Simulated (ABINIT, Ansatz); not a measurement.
# How the form of the self-energy moves the gap of PNO (P3_2), part 2 of 2

Wanted: the gap of PNO (P3_2) under several approximations, with cost.

ABINIT 10.8.3; LDA and many-body steps on it, plane waves. Known limits of the many-body steps: not at the basis limit; coarse k mesh.

So far. Step 5 (G0W0, Hybertsen-Louie plasmon pole): Against G0W0 in ABINIT (3×3×2 mesh, 93 bands, screening to 114.3 eV, Godby-Needs plasmon pole), the gap moves by +0.179 eV. Step 6 (G0W0, Engel-Farid plasmon pole): Against G0W0 in ABINIT (3×3×2 mesh, 93 bands, screening to 114.3 eV, Godby-Needs plasmon pole), the gap moves by +0.068 eV.

## Step 7: One-shot COHSEX

This step: one-shot COHSEX on LDA, plane waves, norm-conserving pseudopotentials.

Input file run.abi:

```
acell 3*1.0 Angstrom
rprim 
  4.783611555019 -0.000000000004 0.000000000000
  -2.391805777506 4.142729128486 0.000000000000
  0.000000000000 0.000000000000 5.281207000000
ntypat 3
znucl 15 7 8
natom 9
typat 1 1 1 2 2 2 3 3 3
xred 
  0.985906000000 0.461916000000 0.328176000000
  0.538084000000 0.523990000000 0.994842666667
  0.476010000000 0.014094000000 0.661509333333
  0.388331000000 0.260582000000 0.782152000000
  0.872251000000 0.611669000000 0.115485333333
  0.739418000000 0.127749000000 0.448818666667
  0.146478000000 0.720287000000 0.556338000000
  0.279713000000 0.426191000000 0.223004666667
  0.573809000000 0.853522000000 0.889671333333
pp_dirpath "pseudos"
pseudos "P.upf, N.upf, O.upf"
ecut 36
ngkpt 3 3 2
nshiftk 1
shiftk 0 0 0
kptopt 1
chksymbreak 0
istwfk *1
occopt 1
irdwfk 1
optdriver 4
nband 93
gwcalctyp 7
ecutsigx 36
symsigma 1
nkptgw 3
kptgw 
  0.3333333333 0.3333333333 0.0000000000
  0.0000000000 0.0000000000 0.0000000000
  0.3333333333 0.0000000000 0.0000000000
bdgw 
  23 26
  23 27
  23 26
ecuteps 4.2
irdscr 1
indata_prefix "in"
outdata_prefix "out"
tmpdata_prefix "tmp"
```

Launch:

```
$ OMP_NUM_THREADS=1 mpirun -n 4 abinit run.abi > log
```

Numbers of over 12 decimals in the logs are rounded to 6 here.

Output:

```text
.Version 10.8.3 of ABINIT. v10.8.2 released Aug 2026.

 Symmetries : space group P3_2 (#145); Bravais hP (primitive hexag.)
[... echo of the input left out ...]
== DATASET  1 ==================================================================
-   mpi_nproc: 4, omp_nthreads: 1 (-1 if OMP is not activated)

--- !DatasetInfo
iteration_state: {dtset: 1, }
dimensions: {natom: 9, nkpt: 6, mband: 93, nsppol: 1, nspinor: 1, nspden: 1, mpw: 7302, }
cutoff_energies: {ecut:  36.0, pawecutdg:  -1.0, }
[...]
Band     E0 <VxcDFT>   SigX SigC(E0)      Z dSigC/dE  Sig(E)    E-E0       E
[...]
25   8.114 -14.339  -8.560  -5.209   1.000   0.000 -13.769   0.569   8.683
       26   8.586 -13.264  -7.556  -5.209   1.000   0.000 -12.764   0.500   9.086

== END DATASET(S) ==============================================================
================================================================================

 -outvars: echo values of variables after computation  --------
           etotal      0.0000000000E+00
            nband          93
             nkpt           6
          spgroup         145
 [... the other variables as echoed above ...]

 Calculation completed.
```

It took 4.5 s on 4 MPI ranks of Intel Xeon Platinum 8559C (Emerald Rapids), shared host; peak memory 0.78 GiB; 17 s of CPU time.

This step gave:

- quasiparticle gap on the points computed: 8.751 eV
- starting gap on the mesh: 5.226 eV
- k of the valence top: 0.3333, 0, 0
- k of the conduction bottom: 0, 0, 0
- least direct quasiparticle gap on the computed points: 8.793 eV

Against G0W0 in ABINIT (3×3×2 mesh, 93 bands, screening to 114.3 eV, Godby-Needs plasmon pole), the gap moves by +1.290 eV.

## Step 8: One-shot Hartree-Fock

This step: one-shot Hartree-Fock on LDA, plane waves, norm-conserving pseudopotentials.

Edit run.abi of step 7 so:

```diff
@@ -31,4 +31,4 @@
 optdriver 4
-nband 93
-gwcalctyp 7
+nband 28
+gwcalctyp 5
 ecutsigx 36
@@ -44,4 +44,3 @@
   23 26
-ecuteps 4.2
-irdscr 1
+ixc_sigma 40
 indata_prefix "in"
```

Output:

```text
.Version 10.8.3 of ABINIT. v10.8.2 released Aug 2026.

 Symmetries : space group P3_2 (#145); Bravais hP (primitive hexag.)
[... echo of the input left out ...]
== DATASET  1 ==================================================================
-   mpi_nproc: 4, omp_nthreads: 1 (-1 if OMP is not activated)

--- !DatasetInfo
iteration_state: {dtset: 1, }
dimensions: {natom: 9, nkpt: 6, mband: 28, nsppol: 1, nspinor: 1, nspden: 1, mpw: 7302, }
cutoff_energies: {ecut:  36.0, pawecutdg:  -1.0, }
[...]
Band     E0 <VxcDFT>   SigX SigC(E0)      Z dSigC/dE  Sig(E)    E-E0       E
[...]
25   8.114 -14.339  -8.560   0.000   1.000   0.000  -8.560   5.778  13.892
       26   8.586 -13.264  -7.556   0.000   1.000   0.000  -7.556   5.708  14.294

== END DATASET(S) ==============================================================
================================================================================

 -outvars: echo values of variables after computation  --------
           etotal      0.0000000000E+00
            nband          28
             nkpt           6
          spgroup         145
 [... the other variables as echoed above ...]

 Calculation completed.
```

The job ended after 3.8 s (4 MPI ranks; peak memory 0.73 GiB; 14 s of CPU time).

Numbers from this step:

| Item | Value |
| --- | --- |
| quasiparticle gap on the points computed | 15.12 eV |
| starting gap on the mesh | 5.226 eV |
| k of the valence top | 0.3333, 0.3333, 0 |
| k of the conduction bottom | 0, 0, 0 |
| least direct quasiparticle gap on the computed points | 15.39 eV |

Against G0W0 in ABINIT (3×3×2 mesh, 93 bands, screening to 114.3 eV, Godby-Needs plasmon pole), the gap moves by +7.656 eV.

## Step 9: Screening, 3×3×2 mesh, 93 bands, screening to 114.3 eV

This step: RPA screening on LDA, plane waves, norm-conserving pseudopotentials.

Edit run.abi of step 8 so:

```diff
@@ -30,17 +30,14 @@
 irdwfk 1
-optdriver 4
-nband 28
-gwcalctyp 5
-ecutsigx 36
-symsigma 1
-nkptgw 3
-kptgw 
-  0.3333333333 0.3333333333 0.0000000000
-  0.0000000000 0.0000000000 0.0000000000
-  0.3333333333 0.0000000000 0.0000000000
-bdgw 
-  23 26
-  23 27
-  23 26
-ixc_sigma 40
+optdriver 3
+nband 93
+ecuteps 4.2
+inclvkb 2
+awtr 1
+symchi 1
+gwcalctyp 2
+nfreqre 16
+freqremax 40 eV
+nfreqim 8
+spmeth 1
+nomegasf 120
 indata_prefix "in"
```

Output:

```text
.Version 10.8.3 of ABINIT. v10.8.2 released Aug 2026.

 Symmetries : space group P3_2 (#145); Bravais hP (primitive hexag.)
[... echo of the input left out ...]
== DATASET  1 ==================================================================
-   mpi_nproc: 4, omp_nthreads: 1 (-1 if OMP is not activated)

--- !DatasetInfo
iteration_state: {dtset: 1, }
dimensions: {natom: 9, nkpt: 6, mband: 93, nsppol: 1, nspinor: 1, nspden: 1, mpw: 7302, }
cutoff_energies: {ecut:  36.0, pawecutdg:  -1.0, }
electrons: {nelect:   4.80000000E+01, charge:   0.00000000E+00, occopt:   1.00000000E+00, tsmear:   1.00000000E-02, }

 SCREENING: Calculation of the susceptibility and dielectric matrices

 Based on a program developped by R.W. Godby, V. Olevano, G. Onida, and L. Reining.
 Incorporated in ABINIT by V. Olevano, G.-M. Rignanese, and M. Torrent.
.Using double precision arithmetic ; gwpc =  8

[... cell and pseudopotentials left out ...]
--------------------------------------------------------------------------------

 ==== K-mesh for the wavefunctions ====
 Number of points in the irreducible wedge :     6
[... list of points left out ...]
 Together with  3 symmetry operations and time-reversal symmetry
 yields    18 points in the full Brillouin Zone.

 ==== Q-mesh for the screening function ====
 Number of points in the irreducible wedge :     6
[... list of points left out ...]
 Together with  3 symmetry operations and time-reversal symmetry
 yields    18 points in the full Brillouin Zone.

 setmesh: FFT mesh size selected  =    36x   36x   45
          total number of points  =        58320

 vcoul_init : cutoff-mode = AUXILIARY_FUNCTION
 q-points for optical limit:   1
     1)      0.000010    0.000020    0.000030

- screening: taking advantage of time-reversal symmetry
- Maximum band index for partially occupied states nbvw = 24
- Remaining bands to be divided among processors   nbcw = 69
- Number of bands treated by each node ~17

 Number of electrons calculated from density =   48.0000; Expected =   48.0000
 average of density, n =  0.067962
 r_s =    1.5201
 omega_plasma =   25.1472 [eV]

 calculating chi0 at frequencies [eV] :
  1    0.000000E+00    0.000000E+00
  2    2.666667E+00    0.000000E+00
  3    5.333333E+00    0.000000E+00
[...]
23    0.000000E+00    6.404561E+01
 24    0.000000E+00    9.017692E+01

--------------------------------------------------------------------------------
  q-point number  1        q = ( 0.000000, 0.000000, 0.000000) [r.l.u.]
--------------------------------------------------------------------------------
[... chi0 elements left out ...]
  [... further frequencies ...]

 No. of calculated frequencies >  15, stop printing
 For q-point:  0.000010 0.000020 0.000030
  dielectric constant =   3.3120
  dielectric constant without local fields =   3.6580

  Average fulfillment of the sum rule on Im[epsilon] for q-point    1 :     46.20  [%]
[... wings left out ...]
  q-point number  2        q = ( 0.333333, 0.000000, 0.000000) [r.l.u.]
--------------------------------------------------------------------------------
[... chi0 elements left out ...]
  [... further frequencies ...]

 No. of calculated frequencies >  15, stop printing
  Average fulfillment of the sum rule on Im[epsilon] for q-point    2 :     55.98  [%]

 [... 4 further q-points ...]
```

It took 69 s on 4 MPI ranks; peak memory 2 GiB; 4.6 min of CPU time.

Numbers from this step:

* ε∞ with local fields, on this mesh, along the program's q direction: 3.312
* the same without local fields: 3.658
* plasma frequency: 25.15 eV
* plane waves in the screening matrix: 303

## Step 10: G0W0, contour deformation

This step: G0W0 on LDA, plane waves, norm-conserving pseudopotentials.

Edit run.abi of step 9 so:

```diff
@@ -30,14 +30,18 @@
 irdwfk 1
-optdriver 3
+optdriver 4
 nband 93
+gwcalctyp 2
+ecutsigx 36
+symsigma 1
+nkptgw 3
+kptgw 
+  0.3333333333 0.3333333333 0.0000000000
+  0.0000000000 0.0000000000 0.0000000000
+  0.3333333333 0.0000000000 0.0000000000
+bdgw 
+  23 26
+  23 27
+  23 26
 ecuteps 4.2
-inclvkb 2
-awtr 1
-symchi 1
-gwcalctyp 2
-nfreqre 16
-freqremax 40 eV
-nfreqim 8
-spmeth 1
-nomegasf 120
+irdscr 1
 indata_prefix "in"
```

Output:

```text
.Version 10.8.3 of ABINIT. v10.8.2 released Aug 2026.

 Symmetries : space group P3_2 (#145); Bravais hP (primitive hexag.)
[... echo of the input left out ...]
== DATASET  1 ==================================================================
-   mpi_nproc: 4, omp_nthreads: 1 (-1 if OMP is not activated)

--- !DatasetInfo
iteration_state: {dtset: 1, }
dimensions: {natom: 9, nkpt: 6, mband: 93, nsppol: 1, nspinor: 1, nspden: 1, mpw: 7302, }
cutoff_energies: {ecut:  36.0, pawecutdg:  -1.0, }
[...]
Band     E0 <VxcDFT>   SigX SigC(E0)      Z dSigC/dE  Sig(E)    E-E0       E
[...]
26   8.586 -13.264  -7.556  -3.518   0.827  -0.209 -11.453   1.811  10.397
       26   0.000   0.000   0.000  -0.000   0.000   0.000  -0.000  -0.000  -0.000

== END DATASET(S) ==============================================================
================================================================================

 -outvars: echo values of variables after computation  --------
           etotal      0.0000000000E+00
            nband          93
             nkpt           6
          spgroup         145
 [... the other variables as echoed above ...]

 Calculation completed.
```

Elapsed: 11 s, on 4 MPI ranks; peak memory 1.4 GiB.

Numbers from this step:

```yaml
g0w0_gap_on_the_points_computed: 7.476 eV
starting_gap_on_the_mesh: 5.226 eV
k_of_the_valence_top: 0.3333, 0.3333, 0
k_of_the_conduction_bottom: 0, 0, 0
least_direct_g0w0_gap_on_the_computed_points: 7.736 eV
```

Against G0W0 in ABINIT (3×3×2 mesh, 93 bands, screening to 114.3 eV, Godby-Needs plasmon pole), the gap moves by +0.015 eV.

## Step 11: The runs together

Times are wall times on 4 MPI ranks of Intel Xeon Platinum 8559C (Emerald Rapids), shared host, good to a factor of about two. A run's time includes the screening step that it read.

| run | mesh | bands | screening cutoff (eV) | DFT gap (eV) | gap on the mesh (eV) | direct (eV) | ε∞ used | time |
| --- | --- | --- | --- | --- | --- | --- | --- | --- |
| G0W0, Godby-Needs plasmon pole | 3×3×2 | 93 | 114.3 | 5.226 | 7.461 | 7.737 | 3.31 | 68 s |
| G0W0, Hybertsen-Louie plasmon pole | 3×3×2 | 93 | 114.3 | 5.226 | 7.640 | 7.991 | 3.31 | 68 s |
| G0W0, Engel-Farid plasmon pole | 3×3×2 | 93 | 114.3 | 5.226 | 7.529 | 7.788 | 3.31 | 61 s |
| one-shot COHSEX | 3×3×2 | 93 | 114.3 | 5.226 | 8.751 | 8.793 | 3.31 | 55 s |
| one-shot Hartree-Fock | 3×3×2 | - | - | 5.226 | 15.117 | 15.393 | - | 3.8 s |
| G0W0, contour deformation | 3×3×2 | 93 | 114.3 | 5.226 | 7.476 | 7.736 | 3.31 | 80 s |

## Step 12: Summary of results

```yaml
g0w0_godby_needs_plasmon_pole: 7.461 eV
g0w0_hybertsen_louie_plasmon_pole: 7.640 eV
g0w0_engel_farid_plasmon_pole: 7.529 eV
one_shot_cohsex: 8.751 eV
one_shot_hartree_fock: 15.117 eV
g0w0_contour_deformation: 7.476 eV
known_limits: not at the basis limit; coarse k mesh
```

G0W0, Hybertsen-Louie plasmon pole: +0.179 eV against G0W0, Godby-Needs plasmon pole. G0W0, Engel-Farid plasmon pole: +0.068 eV against G0W0, Godby-Needs plasmon pole. One-shot COHSEX: +1.290 eV against G0W0, Godby-Needs plasmon pole. One-shot Hartree-Fock: +7.656 eV against G0W0, Godby-Needs plasmon pole. G0W0, contour deformation: +0.015 eV against G0W0, Godby-Needs plasmon pole. Bare exchange alone opens the gap to 15.12 eV; against G0W0, correlation takes back 7.66 eV. Static COHSEX lies above G0W0: it lacks the factor Z and overstates the Coulomb hole of the filled states. Bands and cutoff are finite, so the gap is not at the basis limit. The miss can reach some tenths of an eV and take either sign; the mesh is an error of its own. In the first G0W0 run levels were corrected at 3 k points alone, so a gap called «on the mesh» is the least over those, and an edge elsewhere would be missed. A denser mesh or path gives a starting gap of 5.14 eV: the GW mesh misses a band edge, so its gaps are not the fundamental one. The 3×3×2 mesh is coarse for this cell, which bears on the long-range parts of exchange and screening.

[Paths, hosts, dates, memory and timing lines, banners, echoed tables and standing remarks are left out of the program output.]

[Logs are printed without paths, hosts, clocks, repeated set-up lines and the standing remarks that a program may print on its own settings, such as how far it seeks lower states.]

[Runs of the session that timed out or met a known fault of the program may be left out.]

[No measured gap is set beside runs whose start may be inverted or whose files or cutoffs have a known fault.]

[Hosts, paths, dates, database ids (printed as entryN), source tags and the programs' standing remarks are cut or masked in the printed files.]

[G0W0 gaps are taken among the corrected bands and points alone; a level outside them can change the order at an edge.]

[Where Ansatz stands beside ABINIT at settings called matched, ABINIT's density can come from a denser mesh and the files from another edition; pairs whose starting gaps differed by over 0.03 eV were left out, so agreement reads better than it is.]
